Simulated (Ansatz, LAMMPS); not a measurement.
# Which site? a vacancy of O in amorphous 14HfO2-86SiO2 (mol %) (84 atoms), part 2 of 4

At which site of amorphous 14HfO2-86SiO2 (mol %) (84 atoms) does a vacancy of O cost least, and what about the site decides it?

Ansatz 0.2.0; Kohn-Sham DFT, PBE, PAW (set soft_2), plane waves.

The cell: 4 Hf, 24 Si and 56 O. The quench rate of 50 K/ps far exceeds what a furnace or splat quench reaches. The network of bonds at the start is that of the classical potential that made the cell. Only the Γ point is sampled, in a cell whose shortest periodic width is 11 Å. No spin–orbit coupling is included.

So far. Step 2 (Single point at the start): The r.m.s. force at the start is 0.90 eV/Å. Step 3 (Relaxation): The relaxation converged after 8 steps, 3.59 eV below its start, with a largest force component of 0.033 eV/Å.

## Step 4: Single point at the relaxed geometry

The electronic structure is read at the final geometry, in a run of its own.

The input, input.yaml:

```yaml
crystal:
  lattice:
    - [10.7805, 0.0, 0.0]
    - [0.0, 10.7805, 0.0]
    - [0.0, 0.0, 10.7805]
  atoms:
    - { symbol: Hf, position: [0.09934, 0.42109, 0.33801] }
    - { symbol: Hf, position: [0.16295, 0.04183, 0.92901] }
    - { symbol: Hf, position: [0.89182, 0.5208, 0.12356] }
    - { symbol: Hf, position: [0.85408, 0.99631, 0.02097] }
    - { symbol: Si, position: [0.10387, 0.58196, 0.61403] }
    - { symbol: Si, position: [0.67693, 0.06267, 0.5023] }
    [... 72 atom lines left out ...]
    - { symbol: O, position: [0.06001, 0.54307, 0.75294] }
    - { symbol: O, position: [0.6826, 0.7487, 0.70407] }
    - { symbol: O, position: [0.02474, 0.05775, 0.10674] }
    - { symbol: O, position: [0.68435, 0.95819, 0.39274] }
    - { symbol: O, position: [0.17801, 0.2178, 0.99307] }
    - { symbol: O, position: [0.09483, 0.43071, 0.14428] }
kpoints:
  mp_grid: { grid: [1, 1, 1] }
hamiltonian:
  xc: pbe
scf:
  occupations: { method: fermi_dirac, width: 0.025 }
output:
  forces: true
  stress: true
  populations: true
  dos:
    method: { smearing: { sigma: 0.08 } }
    de: 0.1
    projected: { site_lists: { Hf: [Hf], O: [O], Si: [Si] } }
  eigenvalues: true
  write_density: true
  write_potential: true
  volumetric_format: npy
```

Launch:

```bash
$ ansatz run input.yaml --threads 4 --pin off --max-ram 8192MiB --backend cpu --events-out ev --progress --plain --runs-dir out
```

Numbers of over 12 decimals in the logs are rounded to 6 here.

What it wrote:

```text
[...]
Crystal: 84 atoms, lattice volume = 1252.901 Å³
Basis set: ecut = 420 eV, 24405 PW (Γ), exchange–correlation on 150×150×150 points (8 copies of the dense FFT grid, shifted against one another)
Bands: 352, of which v1, the nominal top of the filled ones, is band 268 counted from 1 (267 counted from 0)
Symmetry: 1 space group operations
[...]
k-points: 1
[...]
SCF iter   1: F=—  HF=-110014.982780 eV  |F-HF|=—  |Δ(HF+E_count)|=         —  Δρ=2.61e-3  dr2=1.35e-1  ethr=1.77e-3  ⟨swp⟩=5.0  Hψ=1509  notcnv=0  defer=69
[...]
SCF iter  10: F=-110014.962901 eV  HF=-110014.962901 eV  |F-HF|=9.15e-9  |Δ(HF+E_count)|=   7.92e-9  Δρ=1.63e-6  dr2=3.54e-8  ethr=1.87e-11  ⟨swp⟩=19.0  Hψ=3096  notcnv=0
SCF 1 converged in 10 iterations: F = -110014.962901 eV  dr2 = 3.54e-8
[...]
WARN: The input density's exchange-correlation potential varies sharply where the density is thin. Do not read a vacuum level from v_tot or v_xc, or from such a field of the output density. On a cell that repeats whose density bears no net charge and no dipole along the vacuum's axis use v_es (v_loc + v_h of the components); [...]
SCF converged after 10 iterations
Free energy (F): -110014.962901 eV
[...]
Internal energy: -110014.962901 eV  (E = F + TS)
E sigma→0 (E₀):  -110014.962901 eV
Fermi energy:    4.803714 eV
[...]
--- Forces (eV/Å), atoms counted from 1 ---
  atom   1  Hf     0.00224354     0.00878485     0.00690883
  atom   2  Hf    -0.02287202     0.00539832    -0.00697340
  atom   3  Hf     0.00083662     0.02158623    -0.00991467
  atom   4  Hf     0.01776314    -0.00845082     0.00545355
  atom   5  Si    -0.00631278    -0.00330094     0.00691583
  atom   6  Si     0.00494464    -0.00020998     0.00532438
  atom   7  Si    -0.00947966     0.00197800    -0.00969472
  atom   8  Si     0.00056940    -0.01426165    -0.00076767
  atom   9  Si    -0.01444359     0.00774856    -0.00718441
  atom  10  Si    -0.00001519    -0.00705310    -0.02380887
  atom  11  Si     0.01081254    -0.00923343     0.01041831
  atom  12  Si     0.01092597     0.01582085     0.01053323
  atom  13  Si     0.00331551     0.01544760     0.02322531
  atom  14  Si     0.00551844     0.01143923     0.00169564
[...]
atom  83  O     -0.00792815    -0.01670260    -0.00185019
  atom  84  O      0.00624355    -0.00605211    -0.01517554
  max |Σ_I F_I| component: 1.02e-4 eV/Å
--- Stress (GPa, compression-positive) ---
       -4.273114      -0.768552       1.624279
       -0.768553      -3.758928       0.517333
        1.624279       0.517334      -1.808665
  P = ⅓ Tr σ = -3.2802 GPa (-32.802 kbar)
--- Band table (eV) ---
[...]
--- Löwdin populations: 84 sites ---
  site symbol       q [e]
     0     Hf     24.4163
     1     Hf     24.4341
     2     Hf     24.4292
[...]
83      O      6.7112
  spilling = 0.010550 (of n_electrons = 536.000000)
```

Wall time 61 s (4 threads of AMD EPYC (Zen 3), shared host); peak memory 1.6 GiB; 2.7 min of CPU time.

The program notes that the exchange-correlation potential is rough where the density is thin.

The run gave:

| Item | Value |
| --- | --- |
| free energy | -110014.9629 eV |
| free energy per atom | -1309.7019 eV/atom |
| SCF cycles | 10 |
| pressure | -3.28 GPa |
| r.m.s. force component | 0.00879 eV/Å |
| longest force | 0.03955 eV/Å |
| Fermi energy | 4.804 eV |
| gap (highest filled to lowest empty level) | 4.3 eV |
| spilling of the projection | 0.01055 |

Löwdin charges by element and coordination (they lack the spilled electrons, 0.067 e an atom on average):

```csv
element,coordination,atoms,mean charge (e),spread,least,most
Hf,all,4,1.58,0.0193,1.57,1.62
Hf,4,1,1.62,0,1.62,1.62
Hf,5,1,1.57,0,1.57,1.57
Hf,6,2,1.58,0.0064,1.57,1.58
O,all,56,-0.768,0.0299,-0.810,-0.671
O,2,51,-0.771,0.0295,-0.810,-0.671
O,3,5,-0.743,0.0217,-0.769,-0.711
Si,all,24,1.76,0.023,1.71,1.80
```

Density of states as counts of states in windows of 1 eV (from the Fermi level), total and the larger projections:

```csv
from (eV),to (eV),total,O p,Si p,Hf d,Hf f
-18,-17,0.5,0.0,0.1,0.0,0.0
-17,-14,0.0,0.0,0.0,0.0,0.0
-14,-13,14.1,0.1,0.0,0.0,14.0
-13,-12,41.9,0.2,0.0,0.0,41.6
-12,-11,6.4,4.2,0.2,0.0,0.0
-11,-10,11.7,7.7,0.6,0.1,0.0
-10,-9,13.2,9.0,1.1,0.1,0.0
-9,-8,19.4,14.2,2.8,0.2,0.0
-8,-7,36.7,28.1,6.6,0.6,0.0
-7,-6,29.0,22.1,3.1,1.7,0.1
-6,-5,39.5,33.1,2.9,1.1,0.0
-5,-4,67.1,60.6,2.4,1.6,0.0
-4,-3,70.9,66.3,1.5,1.2,0.0
-3,-2,42.0,40.4,0.5,0.4,0.0
-2,2,0.0,0.0,0.0,0.0,0.0
2,3,8.7,1.0,0.3,5.1,0.0
3,4,16.9,2.0,1.2,10.8,0.0
4,5,21.4,2.3,3.8,6.2,0.0
```

The curve was stored every 0.100 eV, coarse against its broadening of 0.08 eV, so these counts are rough.

Between -26 and -18 eV lie 112 more states.

The stored curve holds about 504 of the 536 electrons; the rest, give or take the few that broadening carries across the Fermi level, lie in deeper levels below its range.

The levels nearest the highest filled one (over half full), pooled over k-points and spins:

```csv
level less the highest filled one (eV),occupation
-0.355,2
-0.350,2
-0.214,2
-0.104,2
-0.0536,2
0,2
4.30,0
4.46,0
4.65,0
4.94,0
5.15,0
5.23,0
```

Electrostatic potential energy in the bc plane at fractional x = 0.151, with atoms of Hf and Si and O within 0.2 Å of it. With pseudopotentials it is smooth inside the atoms' cores, unlike the true potential.

Ten even steps from '0' (-38 eV) to '9' (10 eV), each cell a mean:
```
000374127999999999999888721363
010168789999999999999999976762
000378999999999999999999999873
545689999999999999999999999987
888899999999999999999999999998
999999633799999999999999999999
999998300389999988899999999999
999999621588898865678999999999
999999988777888620156899999999
999999998777422520145699999999
999999998887100464578899999999
999999999998412788889999999999
999999999988888899999999999999
999999999887667889999999999999
999999999864224789999999999999
788899999852002689999999999998
136778767863113789999999999995
334466101776556889999999999996
865465001688888999999999999999
887778645667668999999888899999
988889873014448999987423689999
999999862003789999984000279999
878898655236899999984000378998
545784015778999999987423532587
```
Columns run along b (10.8 Å; values clipped at the 3rd and 97th percentile), rows up along c (10.8 Å). Atoms in or near the plane, at fractional coordinates: Hf at (0.04, 0.93), Si at (0.75, 0.07), O at (0.24, 0.24), O at (0.26, 0.72), O at (0.45, 0.55).

Valence density in the bc plane at fractional x = 0.151, with atoms of Hf and Si and O within 0.2 Å of it. It is the smooth field of the valence electrons, not physical close to the nuclei.

Values in e/Å³, 13 rows by 16 columns, each cell a mean:
```
16 10  1  3  1  0  0  0  0  0  0  0  0  2  2  2
 8  5  0  0  0  0  0  0  0  0  0  0  0  0  0  1
 0  0  0  0  1  0  0  0  0  0  0  0  0  0  0  0
 0  0  0  2  5  1  0  0  0  0  0  0  0  0  0  0
 0  0  0  1  1  0  0  1  0  0  1  1  0  0  0  0
 0  0  0  0  0  0  2  5  1  0  1  1  0  0  0  0
 0  0  0  0  0  0  1  2  0  0  0  0  0  0  0  0
 0  0  0  0  0  0  1  1  0  0  0  0  0  0  0  0
 1  0  0  0  0  1  5  4  0  0  0  0  0  0  0  1
 2  1  1  4  3  0  1  1  0  0  0  0  0  0  0  1
 0  0  0  2  2  0  1  1  0  0  0  0  1  0  0  0
 0  0  0  0  0  0  1  1  0  0  0  0  0  0  0  0
 1  0  1  3  1  0  0  0  0  0  0  0  0  2  2  0
```
Columns run along b (10.8 Å), rows up along c (10.8 Å). Atoms in or near the plane, at fractional coordinates: Hf at (0.04, 0.93), Si at (0.75, 0.07), O at (0.24, 0.24), O at (0.26, 0.72), O at (0.45, 0.55).

Between filled and empty levels lie 4.30 eV (at Γ alone); a semilocal functional tends to put such gaps too low. In a disordered cell it changes from sample to sample, and tail or defect levels can set it. Mean Löwdin charges: Hf +1.58, O -0.77, Si +1.76 e (they miss 1.1 % of the electrons, so they add up to more than the cell's charge). The largest share in the top eV of filled states is O p (97 % of the projected weight), and in the lowest eV of empty states Hf d (61 % of the projected weight).

## Step 5: Vacancy of O, site O62

The site has 2 bonded neighbours (Si2) at 1.61 Å on average, by cutoffs that count no bonds between two metal atoms or like ions. The change is made in the relaxed cell and the atoms are relaxed again.

The input, input.yaml:

```yaml
crystal:
  lattice:
    - [10.7805, 0.0, 0.0]
    - [0.0, 10.7805, 0.0]
    - [0.0, 0.0, 10.7805]
  atoms:
    [... atom lines 1 to 58 left out ...]
    - { symbol: O, position: [0.41654, 0.56378, 0.86836] }
    - { symbol: O, position: [0.74906, 0.59092, 0.51762] }
    - { symbol: O, position: [0.23933, 0.64624, 0.01188] }
    - { symbol: O, position: [0.93247, 0.32445, 0.75379] }
    - { symbol: O, position: [0.2776, 0.47951, 0.34211] }
    - { symbol: O, position: [0.61522, 0.76847, 0.26277] }
    - { symbol: O, position: [0.79453, 0.91165, 0.16946] }
    [... atom lines 66 to 83 left out ...]
kpoints:
  mp_grid: { grid: [1, 1, 1] }
hamiltonian:
  xc: pbe
scf:
  occupations: { method: fermi_dirac, width: 0.025 }
output:
  forces: true
  eigenvalues: true
relax:
  f_tol: 0.05
  max_steps: 90
```

What it wrote:

```text
[...]
Crystal: 83 atoms, lattice volume = 1252.901 Å³
Basis set: ecut = 420 eV, 24405 PW (Γ), exchange–correlation on 150×150×150 points (8 copies of the dense FFT grid, shifted against one another)
Bands: 348, of which v1, the nominal top of the filled ones, is band 265 counted from 1 (264 counted from 0)
Symmetry: 1 space group operations
[...]
k-points: 1
[...]
SCF iter   1: F=—  HF=-109444.028091 eV  |F-HF|=—  |Δ(HF+E_count)|=         —  Δρ=3.04e-3  dr2=2.68e-1  ethr=1.77e-3  ⟨swp⟩=6.0  Hψ=1497  notcnv=0  defer=67
[...]
SCF iter   6: F=-109443.961817 eV  HF=-109443.961811 eV  |F-HF|=5.82e-6  |Δ(HF+E_count)|=   5.66e-5  Δρ=5.82e-5  dr2=4.63e-5  ethr=1.18e-8  ⟨swp⟩=13.0  Hψ=2041  notcnv=0
SCF 1 converged in 6 iterations: F = -109443.961817 eV  dr2 = 4.63e-5
[...]
relax step   1: F+E_penalty+E_count = -109443.96181698 eV  Δ(F+E_penalty+E_count) = +0.000e0 eV  max|allowed force component| = 2.451e0 eV/Å  Δτ_max = 0.0000 Å  (6 SCF iters, dr2 threshold 6.25e-5 eV, accepted)
[...]
relax step   2: F+E_penalty+E_count = -109444.83515036 eV  Δ(F+E_penalty+E_count) = -8.733e-1 eV  max|allowed force component| = 1.326e0 eV/Å  Δτ_max = 0.1946 Å  (6 SCF iters, dr2 threshold 1.00e-4 eV, accepted)
[...]
relax step   3: F+E_penalty+E_count = -109445.29438357 eV  Δ(F+E_penalty+E_count) = -4.592e-1 eV  max|allowed force component| = 9.187e-1 eV/Å  Δτ_max = 0.1948 Å  (7 SCF iters, dr2 threshold 1.00e-4 eV, accepted)
relax step   4: F+E_penalty+E_count = -109445.45501545 eV  Δ(F+E_penalty+E_count) = -1.606e-1 eV  max|allowed force component| = 4.716e-1 eV/Å  Δτ_max = 0.2000 Å  (6 SCF iters, dr2 threshold 1.00e-4 eV, accepted)
relax step   5: F+E_penalty+E_count = -109445.49391361 eV  Δ(F+E_penalty+E_count) = -3.890e-2 eV  max|allowed force component| = 1.845e-1 eV/Å  Δτ_max = 0.0559 Å  (5 SCF iters, dr2 threshold 5.86e-5 eV, accepted)
relax step   6: F+E_penalty+E_count = -109445.50924576 eV  Δ(F+E_penalty+E_count) = -1.533e-2 eV  max|allowed force component| = 1.673e-1 eV/Å  Δτ_max = 0.0400 Å  (6 SCF iters, dr2 threshold 5.21e-6 eV, accepted)
relax step   7: F+E_penalty+E_count = -109445.42581168 eV  Δ(F+E_penalty+E_count) = +8.343e-2 eV  max|allowed force component| = 5.123e-1 eV/Å  Δτ_max = 0.2000 Å  (8 SCF iters, dr2 threshold 4.28e-6 eV, rejected (line search))
relax step   8: F+E_penalty+E_count = -109445.53970594 eV  Δ(F+E_penalty+E_count) = -3.046e-2 eV  max|allowed force component| = 1.038e-1 eV/Å  Δτ_max = 0.0984 Å  (10 SCF iters, accepted)
relax step   9: F+E_penalty+E_count = -109445.54580764 eV  Δ(F+E_penalty+E_count) = -6.102e-3 eV  max|allowed force component| = 8.683e-2 eV/Å  Δτ_max = 0.0308 Å  (6 SCF iters, dr2 threshold 4.15e-6 eV, accepted)
relax step  10: F+E_penalty+E_count = -109445.51474773 eV  Δ(F+E_penalty+E_count) = +3.106e-2 eV  max|allowed force component| = 4.253e-1 eV/Å  Δτ_max = 0.0841 Å  (7 SCF iters, dr2 threshold 2.90e-6 eV, rejected (line search))
relax step  11: F+E_penalty+E_count = -109445.55565528 eV  Δ(F+E_penalty+E_count) = -9.848e-3 eV  max|allowed force component| = 1.109e-1 eV/Å  Δτ_max = 0.0410 Å  (9 SCF iters, accepted)
relax step  12: F+E_penalty+E_count = -109445.56340082 eV  Δ(F+E_penalty+E_count) = -7.746e-3 eV  max|allowed force component| = 9.914e-2 eV/Å  Δτ_max = 0.0716 Å  (7 SCF iters, dr2 threshold 8.60e-6 eV, accepted)
relax step  13: F+E_penalty+E_count = -109445.55594580 eV  Δ(F+E_penalty+E_count) = +7.455e-3 eV  max|allowed force component| = 6.740e-1 eV/Å  Δτ_max = 0.0437 Å  (6 SCF iters, dr2 threshold 7.86e-6 eV, rejected (line search))
relax step  14: F+E_penalty+E_count = -109445.56908492 eV  Δ(F+E_penalty+E_count) = -5.684e-3 eV  max|allowed force component| = 8.514e-2 eV/Å  Δτ_max = 0.0213 Å  (8 SCF iters, accepted)
relax step  15: F+E_penalty+E_count = -109445.57372236 eV  Δ(F+E_penalty+E_count) = -4.637e-3 eV  max|allowed force component| = 4.653e-2 eV/Å  Δτ_max = 0.0563 Å  (6 SCF iters, dr2 threshold 5.35e-6 eV, accepted)
[...]
relax step  16: F+E_penalty+E_count = -109445.57372466 eV  Δ(F+E_penalty+E_count) = -2.299e-6 eV  max|allowed force component| = 4.656e-2 eV/Å  Δτ_max = 0.0000 Å  (5 SCF iters, accepted)
SCF converged after 5 iterations
Free energy (F): -109445.573725 eV
[...]
Internal energy: -109445.573725 eV  (E = F + TS)
E sigma→0 (E₀):  -109445.573725 eV
Fermi energy:    5.014748 eV
[...]
--- Forces (eV/Å), atoms counted from 1 ---
  atom   1  Hf     0.00377461     0.00392259    -0.00981664
  atom   2  Hf    -0.02307915     0.01623411    -0.04656367
  atom   3  Hf     0.00782451    -0.00189277     0.01148330
  atom   4  Hf     0.01149357    -0.00258184     0.00904415
  atom   5  Si     0.01040475    -0.00956358    -0.02167676
  atom   6  Si     0.00148077    -0.00655445     0.01007058
  atom   7  Si    -0.00536771     0.00538443    -0.00667325
  atom   8  Si    -0.00902679    -0.00584936    -0.00189932
  atom   9  Si    -0.00478676    -0.01824887    -0.01199522
  atom  10  Si    -0.00284270    -0.00168083    -0.00521813
  atom  11  Si     0.01814498    -0.00178085    -0.01352387
  atom  12  Si     0.00388965     0.02199216    -0.01965205
  atom  13  Si     0.00911440    -0.02735103     0.00955836
  atom  14  Si     0.00633252     0.01548993    -0.01247863
[...]
atom  82  O      0.00486332     0.01138327    -0.00549643
  atom  83  O      0.00703103     0.00122405    -0.00693508
  max |Σ_I F_I| component: 2.37e-5 eV/Å
--- Band table (eV) ---
[...]
--- Relaxed structure (16 steps of the walk, 13 accepted, 0 SCFs on fresh bases) ---
  F+E_penalty+E_count = -109445.57372466 eV   max|allowed force component| = 4.656e-2 eV/Å
  atoms:
    - { symbol: Hf, position: [0.095896, 0.424725, 0.337489] }
    - { symbol: Hf, position: [0.161277, 0.043901, 0.944503] }
    - { symbol: Hf, position: [0.882525, 0.519295, 0.121376] }
    - { symbol: Hf, position: [0.870045, 0.979830, 0.020876] }
[...]
- { symbol: O, position: [0.096927, 0.433425, 0.144104] }
```

Elapsed: 15 min, on 4 threads; peak memory 1.6 GiB; 32 min of CPU time.

The relaxation converged after 16 steps, 1.61 eV below its start, with a largest force component of 0.047 eV/Å.

The surroundings of the place of the removed atom, after relaxation: 13 atoms, nearest first, with positions taken from that point. Atoms keep their numbers of the cell before the removal, where the removed atom was number 62.

```csv
atom,x,y,z,distance (Å),bonds
Si12,0.23,0.66,-1.00,1.22,4
Si13,0.03,-1.13,0.55,1.26,4
O38,-0.87,1.80,-0.52,2.07,2
O61,-1.55,-1.22,1.03,2.22,2
O71,1.77,1.23,-0.87,2.33,2
O72,1.16,-1.08,1.76,2.37,2
O59,0.32,-2.52,-0.26,2.55,2
O77,0.12,0.21,-2.62,2.63,2
Si22,-2.75,-0.47,1.88,3.36,4
Hf2,-2.36,2.62,0.53,3.57,5
O48,-3.35,0.82,0.96,3.59,3
O54,-1.82,0.17,3.13,3.63,2
Si26,3.26,0.95,-1.50,3.71,4
```

The column of bonds counts only the pairs O-Si within 2.12 Å, O-Hf within 2.82 Å, Si-Si within 2.51 Å; other neighbours, such as metal atoms beside each other in a compound, aren't counted, and periodic images can show an atom twice.

The largest move is 0.57 Å, by O38.

(Part 2 of 4 ends here.)

[Logs are printed without paths, hosts, clocks, repeated set-up lines and the standing remarks that a program may print on its own settings, such as how far it seeks lower states.]

[Hosts, paths, dates, database ids (printed as entryN), source tags and the programs' standing remarks are cut or masked in the printed files.]
